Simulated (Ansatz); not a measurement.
# (ZnTe)1(MgSe)3 [001] superlattice, started as zinc blende: relaxing the cell for a phonon run

Wanted: the relaxed cell of (ZnTe)1(MgSe)3 [001] superlattice, started as zinc blende.

Calculated with Ansatz 0.2.0; DFT PBEsol, scalar-relativistic, plane waves, PAW.

The structure was built from a prototype and need not be the compound's stable phase.

### 1. The starting structure

The structure is orthorhombic, space group Pmm2 (No. 25). The conventional cell has a = 4.202 Å, b = 4.202 Å, c = 11.885 Å, α = 90.00°, β = 90.00°, γ = 90.00°. Nearest to Mg lie 2 Te at 2.57 Å and 2 Se at 2.57 Å. Nearest to Mg lie 4 Se at 2.57 Å. Mg has 4 Se at 2.57 Å nearest. Nearest to Se lie 4 Mg at 2.57 Å. Se has 2 Mg at 2.57 Å and 2 Zn at 2.57 Å nearest. Farther neighbours and most contacts between anions are not listed.

### 2. Probe on a coarse mesh

First a cheap look: the gap decides the mesh and the occupations, the pressure tells how far the cell has to move.

input.yaml reads:

```yaml
crystal:
  lattice:
    - [2.97125, 2.97125, 0.0]
    - [-2.97125, 2.97125, 0.0]
    - [0.0, 0.0, 11.885]
  atoms:
    - { symbol: Mg, position: [0.5, 0.5, 0.25] }
    - { symbol: Mg, position: [0.0, 0.0, 0.5] }
    - { symbol: Mg, position: [0.5, 0.5, 0.75] }
    - { symbol: Se, position: [0.0, 0.5, 0.375] }
    - { symbol: Se, position: [0.5, 1.0, 0.625] }
    - { symbol: Se, position: [0.0, 0.5, 0.875] }
    - { symbol: Te, position: [0.5, 1.0, 0.125] }
    - { symbol: Zn, position: [0.0, 0.0, 0.0] }
kpoints:
  mp_grid: { grid: [4, 4, 2] }
hamiltonian:
  xc: pbesol
scf:
  occupations: { method: gaussian, width: 0.1 }
output:
  forces: true
  stress: true
  eigenvalues: true
```

Launch:

```sh
> ansatz run input.yaml --threads 8 --pin off --max-ram 14336MiB --backend cpu --events-out ev --progress --plain --runs-dir out
```

Numbers of over 12 decimals in the logs are rounded to 6 here.

Log:

```text
Engine: ansatz 0.2.0, x86_64-unknown-linux-gnu
Pseudopotentials: kind: paw
Pseudopotential: Mg, paw, valence charge 10, recommended cutoff 420 eV (normal), Mg.paw.azcp
Pseudopotential: Se, paw, valence charge 16, recommended cutoff 420 eV (normal), Se.paw.azcp
Pseudopotential: Te, paw, valence charge 16, recommended cutoff 420 eV (normal), Te.paw.azcp
[...]
k-point 0: bands = [... 49 lower, 4.2691, 5.0233, 5.1101, 5.1395, 7.1596, 8.0728, 8.7806, 9.2427, ... 4 higher]
  k-point 1: bands = [... 49 lower, 4.5352, 4.5466, 5.0046, 5.0460, 7.8978, 8.4101, 8.5121, 8.5657, ... 4 higher]
  k-point 2: bands = [... 49 lower, 4.2729, 4.3869, 4.5580, 5.0669, 8.5054, 8.9232, 9.1497, 9.4800, ... 4 higher]
  k-point 17: bands = [... 49 lower, 3.3756, 3.3783, 3.4384, 3.4911, 8.5276, 8.6983, 8.7414, 8.9052, ... 4 higher]
[key lines of the parts left out:]
SCF converged after 8 iterations
Free energy (F): -32198.705980 eV
Fermi energy:    6.149528 eV
P = ⅓ Tr σ = 1.3460 GPa (13.460 kbar)
```

Wall time 6.2 s (8 threads of AMD EPYC 7571, shared host); peak memory 0.96 GiB.

A gap read on the k-mesh alone can miss the band edges.

This step gave:

```yaml
pressure: 1.346 GPa
gap_on_the_k_mesh: 2.020 eV
volume_per_atom: 26.23 Å³
direct_gap_on_mesh: 2.020 eV
```

The coarse mesh shows a gap of 2.02 eV and a pressure of 1.3 GPa.

### 3. Coarse relaxation

A rough relaxation comes first, because large forces or stress need no tight tolerances yet.

input.yaml, as its differences from that of step 2:

```diff
@@ -15,3 +15,3 @@
 kpoints:
-  mp_grid: { grid: [4, 4, 2] }
+  mp_grid: { grid: [6, 6, 2] }
 hamiltonian:
@@ -24 +24,6 @@
   eigenvalues: true
+relax:
+  adjacent_minimum: "off"
+  f_tol: 0.05
+  max_steps: 80
+  cell: { stress_tol: 0.5 }
```

Log:

```text
[...]
Crystal: 8 atoms, lattice volume = 209.849 Å³
Basis set: ecut = 420 eV, 4043 PW (Γ), exchange–correlation on 60×60×160 points (8 copies of the dense FFT grid, shifted against one another)
Bands: 64, of which v1, the nominal top of the filled ones, is band 53 counted from 1 (52 counted from 0)
Symmetry: 4 space group operations
[...]
k-points: 32 of 72
[...]
- [-2.985906, 2.985906, 0]
    - [0, 0, 11.935969]
  atoms:
    - { symbol: Mg, position: [0.5, 0.500000, 0.260353] }
    - { symbol: Mg, position: [0, 0, 0.507048] }
    - { symbol: Mg, position: [0.5, 0.500000, 0.751764] }
    - { symbol: Se, position: [0, 0.500000, 0.382723] }
    - { symbol: Se, position: [0.500000, 1.000000, 0.628278] }
    - { symbol: Se, position: [0, 0.500000, 0.873238] }
    - { symbol: Te, position: [0.500000, 1.000000, 0.111920] }
    - { symbol: Zn, position: [0, 0, -0.015324] }
[key lines of the parts left out:]
SCF converged after 6 iterations
Free energy (F): -32199.003424 eV
Fermi energy:    6.051218 eV
P = ⅓ Tr σ = -0.0866 GPa (-0.866 kbar)
```

Run time: 56 s. Hardware: 8 threads; peak memory 1.1 GiB.

The steps of the relaxation:

| step | energy less that of the first step (eV) | largest force component (eV/Å) | pressure (GPa) | volume (Å³) |
| --- | --- | --- | --- | --- |
| 1 | 0.0000 | 1.3594 | 1.28 | 209.85 |
| 2 | -0.2334 | 0.3258 | -0.26 | 214.94 |
| 3 | -0.2462 | 0.0399 | -0.09 | 214.08 |
| 4* | -0.2467 | 0.0400 | -0.09 | 214.08 |

Relaxation steps marked * repeat the geometry before them on a plane-wave basis chosen anew for their cell, so energy and pressure can jump there.

The run keeps the 4 symmetry operations that it works with, so distortions that break them were not tested.

| conventional cell, symmetrised | before | after | change |
| --- | --- | --- | --- |
| a (Å) | 4.202 | 4.223 | +0.5 % |
| b (Å) | 4.202 | 4.248 | +1.1 % |
| c (Å) | 11.885 | 11.936 | +0.4 % |
| volume (Å³/atom) | 26.23 | 26.76 | +2.0 % |

The atoms that moved most (Å, as changes of fractional coordinates times the final cell):

| atom | dx | dy | dz | length |
| --- | --- | --- | --- | --- |
| Zn8 | 0.000 | 0.000 | -0.183 | 0.183 |
| Te7 | 0.000 | 0.000 | -0.156 | 0.156 |
| Mg1 | 0.000 | 0.000 | 0.124 | 0.124 |
| Se4 | 0.000 | 0.000 | 0.092 | 0.092 |
| Mg2 | 0.000 | 0.000 | 0.084 | 0.084 |
| Se5 | 0.000 | 0.000 | 0.039 | 0.039 |
| Mg3 | 0.000 | 0.000 | 0.021 | 0.021 |
| Se6 | 0.000 | 0.000 | -0.021 | 0.021 |

This step gave:

- pressure: -0.08656 GPa
- gap on the k-mesh: 1.532 eV
- volume per atom: 26.76 Å³
- direct gap on mesh: 1.548 eV

In this step the volume went from 26.23 to 26.76 Å³/atom.

### 4. Bringing the structure to rest

The cell and atoms are relaxed, since residual forces and stress would shift the frequencies.

input.yaml reads:

```yaml
crystal:
  lattice:
    - [3.0034582935, 3.0034582935, 0.0]
    - [-2.9859058656, 2.9859058656, 0.0]
    - [0.0, 0.0, 11.9359692912]
  atoms:
    - { symbol: Mg, position: [0.5, 0.5, 0.2603526803] }
    - { symbol: Mg, position: [0.0, 0.0, 0.5070480216] }
    - { symbol: Mg, position: [0.5, 0.5, 0.7517635545] }
    - { symbol: Se, position: [0.0, 0.5, 0.3827231481] }
    - { symbol: Se, position: [0.5, 1.0, 0.6282783922] }
    - { symbol: Se, position: [0.0, 0.5, 0.8732383353] }
    - { symbol: Te, position: [0.5, 1.0, 0.1119201199] }
    - { symbol: Zn, position: [0.0, 0.0, -0.0153242518] }
kpoints:
  mp_grid: { grid: [6, 6, 2] }
hamiltonian:
  xc: pbesol
scf:
  occupations: { method: gaussian, width: 0.02 }
output:
  forces: true
  stress: true
  eigenvalues: true
relax:
  adjacent_minimum: "off"
  f_tol: 0.005
  max_steps: 80
  cell: { stress_tol: 0.05 }
```

Log:

```text
[...]
Crystal: 8 atoms, lattice volume = 214.085 Å³
Basis set: ecut = 420 eV, 4143 PW (Γ), exchange–correlation on 60×60×160 points (8 copies of the dense FFT grid, shifted against one another)
Bands: 64, of which v1, the nominal top of the filled ones, is band 53 counted from 1 (52 counted from 0)
[... 1 set-up line as in the run before ...]
[...]
k-points: 32 of 72
[...]
SCF iter   1: F=—  HF=-32199.009028 eV  |F-HF|=—  |Δ(HF+E_count)|=         —  Δρ=2.47e-3  dr2=1.83e-2  ethr=1.77e-3  ⟨swp⟩=7.6  Hψ=8693  notcnv=0  defer=4
[...]
SCF iter   8: F=-32199.003424 eV  HF=-32199.003424 eV  |F-HF|=4.27e-9  |Δ(HF+E_count)|=   3.26e-7  Δρ=2.88e-6  dr2=1.89e-8  ethr=9.43e-11  ⟨swp⟩=10.8  Hψ=10046  notcnv=0
SCF 1 converged in 8 iterations: F = -32199.003424 eV  dr2 = 1.89e-8
[...]
relax step   1: F+E_penalty+E_count = -32199.00342440 eV  Δ(F+E_penalty+E_count) = +0.000e0 eV  max|allowed force component| = 3.996e-2 eV/Å  Δτ_max = 0.0000 Å  P = -0.087 GPa  Ω = 214.085 Å³  (8 SCF iters, dr2 threshold 1.00e-7 eV, accepted)
Crystal: 8 atoms, lattice volume = 213.468 Å³
Basis set: ecut = 420 eV, 4135 PW (Γ), exchange–correlation on 60×60×160 points (8 copies of the dense FFT grid, shifted against one another)
[...]
SCF iter   6: F=-32199.003605 eV  HF=-32199.003605 eV  |F-HF|=5.19e-8  |Δ(HF+E_count)|=   1.50e-7  Δρ=5.61e-6  dr2=1.20e-7  ethr=1.32e-10  ⟨swp⟩=7.1  Hψ=9140  notcnv=0
SCF 2 converged in 6 iterations: F = -32199.003605 eV  dr2 = 1.20e-7
[...]
relax step   2: F+E_penalty+E_count = -32199.00360529 eV  Δ(F+E_penalty+E_count) = -1.809e-4 eV  max|allowed force component| = 6.488e-2 eV/Å  Δτ_max = 0.0131 Å  P = +0.056 GPa  Ω = 213.468 Å³  energy of the carried Pulay correction = +7.275e-5 eV  (6 SCF iters, dr2 threshold 1.40e-7 eV, accepted)
Crystal: 8 atoms, lattice volume = 213.669 Å³
[...]
SCF iter   5: F=-32199.004180 eV  HF=-32199.004180 eV  |F-HF|=1.24e-7  |Δ(HF+E_count)|=   7.29e-7  Δρ=1.05e-5  dr2=2.59e-7  ethr=2.48e-10  ⟨swp⟩=4.5  Hψ=8695  notcnv=0
SCF 3 converged in 5 iterations: F = -32199.004180 eV  dr2 = 2.59e-7
relax step   3: F+E_penalty+E_count = -32199.00418000 eV  Δ(F+E_penalty+E_count) = -5.747e-4 eV  max|allowed force component| = 2.343e-3 eV/Å  Δτ_max = 0.0075 Å  P = +0.006 GPa  Ω = 213.669 Å³  energy of the carried Pulay correction = +4.897e-5 eV  (5 SCF iters, dr2 threshold 2.63e-7 eV, accepted)
[...]
SCF iter   7: F=-32199.004136 eV  HF=-32199.004136 eV  |F-HF|=1.82e-11  |Δ(HF+E_count)|=  1.56e-10  Δρ=6.62e-8  dr2=1.42e-11  ethr=1.00e-12  ⟨swp⟩=4.1  Hψ=7195  notcnv=0
SCF 4 converged in 7 iterations: F = -32199.004136 eV  dr2 = 1.42e-11
relax step   4: F+E_penalty+E_count = -32199.00413574 eV  Δ(F+E_penalty+E_count) = +4.427e-5 eV  max|allowed force component| = 2.272e-3 eV/Å  Δτ_max = 0.0000 Å  P = +0.006 GPa  Ω = 213.669 Å³  stress off target by 2.51e-2 GPa  SCF on the basis re-selected at this cell (its energy is not comparable with the rows above)  (7 SCF iters)
basis re-selected at this cell: Δ(F+E_penalty+E_count) = +4.427e-5 eV, ΔP = -0.000 GPa vs the last step (what re-selecting the basis moved, of the pressure what is left beyond the Pulay correction that the steps carried, after the strain that the cell walked since its last selection, with what the two solves' SCF thresholds leave and, on support functions, any second-order correction that the steps lacked; it is no m [...]
SCF converged after 7 iterations
Free energy (F): -32199.004136 eV
[...]
Internal energy: -32199.004136 eV  (E = F + TS)
E sigma→0 (E₀):  -32199.004136 eV
Fermi energy:    6.073155 eV
[...]
--- Forces (eV/Å), atoms counted from 1 ---
  atom   1  Mg     0.00000000    -0.00000000    -0.00154321
  atom   2  Mg     0.00000000     0.00000000     0.00187421
  atom   3  Mg    -0.00000000     0.00000000    -0.00178128
  atom   4  Se     0.00000000     0.00000000     0.00007315
  atom   5  Se     0.00000000    -0.00000000     0.00053115
  atom   6  Se    -0.00000000     0.00000000     0.00007523
  atom   7  Te     0.00000000     0.00000000     0.00227173
  atom   8  Zn     0.00000000     0.00000000    -0.00150094
  max |Σ_I F_I| component: 4.88e-8 eV/Å
--- Stress (GPa, compression-positive) ---
       -0.002884       0.005358       0.000000
        0.005358      -0.002884      -0.000000
        0.000000       0.000000       0.025058
  P = ⅓ Tr σ = 0.0064 GPa (0.064 kbar)
--- Band table (eV; the first three rows and the last of 32) ---
  k-point 0: bands = [... 49 lower, 4.1249, 4.8876, 5.1451, 5.2901, 6.8430, 7.9013, 8.6790, 8.8753, ... 7 higher]
  k-point 1: bands = [... 49 lower, 4.1902, 4.2562, 5.1020, 5.2501, 7.6779, 8.0764, 8.1854, 8.5334, ... 7 higher]
  k-point 2: bands = [... 49 lower, 4.0900, 4.4516, 4.7263, 5.1334, 7.8139, 8.2840, 8.9324, 9.2436, ... 7 higher]
  k-point 31: bands = [... 49 lower, 3.2060, 3.2132, 3.3166, 3.4734, 8.3324, 8.4750, 8.7983, 8.8863, ... 7 higher]
--- Relaxed structure (3 steps of the walk, 3 accepted, 1 SCFs on fresh bases) ---
[...]
cell:  # Å, volume = 213.6692 Å³
    - [3.004526, 3.004526, 0]
    - [-2.976860, 2.976860, 0]
    - [0, 0, 11.944767]
  atoms:
    - { symbol: Mg, position: [0.5, 0.5, 0.259997] }
    - { symbol: Mg, position: [0, 0, 0.506663] }
    - { symbol: Mg, position: [0.5, 0.5, 0.752138] }
    - { symbol: Se, position: [0, 0.500000, 0.382123] }
    - { symbol: Se, position: [0.5, 1.0, 0.628056] }
    - { symbol: Se, position: [0, 0.500000, 0.873691] }
    - { symbol: Te, position: [0.5, 1.0, 0.112135] }
    - { symbol: Zn, position: [0, 0, -0.014804] }
```

It took 49 s on 8 threads; peak memory 1.1 GiB; 6 min of CPU time.

The steps of the relaxation:

| step | energy less that of the first step (eV) | largest force component (eV/Å) | pressure (GPa) | volume (Å³) |
| --- | --- | --- | --- | --- |
| 1 | 0.0000 | 0.0400 | -0.09 | 214.08 |
| 2 | -0.0002 | 0.0649 | 0.06 | 213.47 |
| 3 | -0.0008 | 0.0023 | 0.01 | 213.67 |
| 4* | -0.0007 | 0.0023 | 0.01 | 213.67 |

Relaxation steps marked * repeat the geometry before them on a plane-wave basis chosen anew for their cell, so energy and pressure can jump there.

The run keeps the 4 symmetry operations that it works with, so distortions that break them were not tested.

| conventional cell, symmetrised | before | after | change |
| --- | --- | --- | --- |
| a (Å) | 4.223 | 4.210 | -0.3 % |
| b (Å) | 4.248 | 4.249 | +0.0 % |
| c (Å) | 11.936 | 11.945 | +0.1 % |
| volume (Å³/atom) | 26.76 | 26.71 | -0.2 % |

This step gave:

| Property | Result |
| --- | --- |
| pressure | 0.006430 GPa |
| gap on the k-mesh | 1.540 eV |
| volume per atom | 26.71 Å³ |
| direct gap on mesh | 1.553 eV |

In this step the volume went from 26.76 to 26.71 Å³/atom.

### 5. Relaxing to small forces for the phonons

Phonons need a cell at rest on their own settings, so the relaxation is repeated with tight tolerances on forces and stress on the k mesh and occupations of the first response run.

input.yaml reads:

```yaml
crystal:
  lattice:
    - [3.0045255794, 3.0045255794, 0.0]
    - [-2.9768602647, 2.9768602647, 0.0]
    - [0.0, 0.0, 11.9447666575]
  atoms:
    - { symbol: Mg, position: [0.5, 0.5, 0.259997285] }
    - { symbol: Mg, position: [0.0, 0.0, 0.5066628663] }
    - { symbol: Mg, position: [0.5, 0.5, 0.752138122] }
    - { symbol: Se, position: [0.0, 0.5, 0.3821234569] }
    - { symbol: Se, position: [0.5, 1.0, 0.6280561571] }
    - { symbol: Se, position: [0.0, 0.5, 0.8736905708] }
    - { symbol: Te, position: [0.5, 1.0, 0.1121351727] }
    - { symbol: Zn, position: [0.0, 0.0, -0.0148036308] }
kpoints:
  mp_grid: { grid: [8, 8, 2] }
hamiltonian:
  xc: pbesol
scf:
  occupations: { method: fixed }
output:
  forces: true
  stress: true
  eigenvalues: true
relax:
  adjacent_minimum: "off"
  f_tol: 0.001
  max_steps: 60
  cell: { stress_tol: 0.01 }
```

Log:

```text
[...]
Crystal: 8 atoms, lattice volume = 213.669 Å³
Basis set: ecut = 420 eV, 4135 PW (Γ), exchange–correlation on 60×60×160 points (8 copies of the dense FFT grid, shifted against one another)
Bands: 64, of which v1, the nominal top of the filled ones, is band 53 counted from 1 (52 counted from 0)
[... 1 set-up line as in the run before ...]
[...]
k-points: 50 of 128
[...]
- [0, 0, 11.965496]
  atoms:
    - { symbol: Mg, position: [0.500000, 0.500000, 0.259956] }
    - { symbol: Mg, position: [0, 0, 0.506675] }
    - { symbol: Mg, position: [0.500000, 0.500000, 0.752128] }
    - { symbol: Se, position: [0, 0.500000, 0.382111] }
    - { symbol: Se, position: [0.500000, 1.000000, 0.628069] }
    - { symbol: Se, position: [0, 0.500000, 0.873720] }
    - { symbol: Te, position: [0.500000, 1.000000, 0.112137] }
    - { symbol: Zn, position: [0, 0, -0.014797] }
[key lines of the parts left out:]
SCF converged after 6 iterations
Free energy (F): -32199.008180 eV
Fermi energy:    5.311336 eV
P = ⅓ Tr σ = -0.0001 GPa (-0.001 kbar)
```

Wall time 1.9 min (8 threads); peak memory 1.3 GiB.

The steps of the relaxation:

| step | energy less that of the first step (eV) | largest force component (eV/Å) | pressure (GPa) | volume (Å³) |
| --- | --- | --- | --- | --- |
| 1 | 0.0000 | 0.0026 | 0.00 | 213.67 |
| 2 | 0.0000 | 0.0027 | 0.00 | 213.69 |
| 3 | -0.0001 | 0.0039 | 0.00 | 213.67 |
| 4 | -0.0001 | 0.0003 | 0.00 | 213.68 |
| 5* | -0.0001 | 0.0003 | 0.00 | 213.68 |

Relaxation steps marked * repeat the geometry before them on a plane-wave basis chosen anew for their cell, so energy and pressure can jump there.

Forces are held to the 4 operations that the run works with; a distortion that breaks them can't arise in this run.

| conventional cell, symmetrised | before | after | change |
| --- | --- | --- | --- |
| a (Å) | 4.210 | 4.206 | -0.1 % |
| b (Å) | 4.249 | 4.246 | -0.1 % |
| c (Å) | 11.945 | 11.965 | +0.2 % |
| volume (Å³/atom) | 26.71 | 26.71 | +0.0 % |

The relaxed structure:

```xyz
8
Lattice="3.0021 3.0021 0.0000 -2.9742 2.9742 0.0000 0.0000 0.0000 11.9655" Properties=species:S:1:pos:R:3 pbc="T T T"
Mg    0.0140    2.9882    3.1105
Mg    0.0000    0.0000    6.0626
Mg    0.0140    2.9882    8.9996
Se   -1.4871    1.4871    4.5722
Se   -1.4732    4.4753    7.5152
Se   -1.4871    1.4871   10.4545
Te   -1.4732    4.4753    1.3418
Zn    0.0000    0.0000   -0.1771
```

This step gave:

```
pressure           : -1.19e-4 GPa
gap on the k-mesh  : 1.532 eV
direct gap on mesh : 1.549 eV
```

The largest force component left is 0.25 meV/Å and the pressure is 0.000 GPa, within the tolerances set. The cell now holds 26.71 Å³/atom.

### 6. Outcome

```json
{
  "space group after relaxation (within 0.01 Å)": "Pmm2",
  "lattice constant a": "4.206 Å",
  "lattice constant b": "4.246 Å",
  "lattice constant c": "11.965 Å",
  "volume per atom": "26.7 Å³",
  "gap on the k-mesh": "1.53 eV"
}
```

What this shows: The largest force component left is 0.25 meV/Å and the pressure is 0.000 GPa, within the tolerances set. The cell now holds 26.71 Å³/atom. The relaxation keeps the symmetry of its start, so it says nothing on stability against lower symmetry. Spin-orbit coupling is left out, which can matter for the heavy elements here. The starting cell was built on a prototype and not taken from a measurement, so the phase need not exist.

[Logs are printed without paths, hosts, clocks, repeated set-up lines and the standing remarks that a program may print on its own settings, such as how far it seeks lower states.]

[Hosts, paths, dates, database ids (printed as entryN), source tags and the programs' standing remarks are cut or masked in the printed files.]
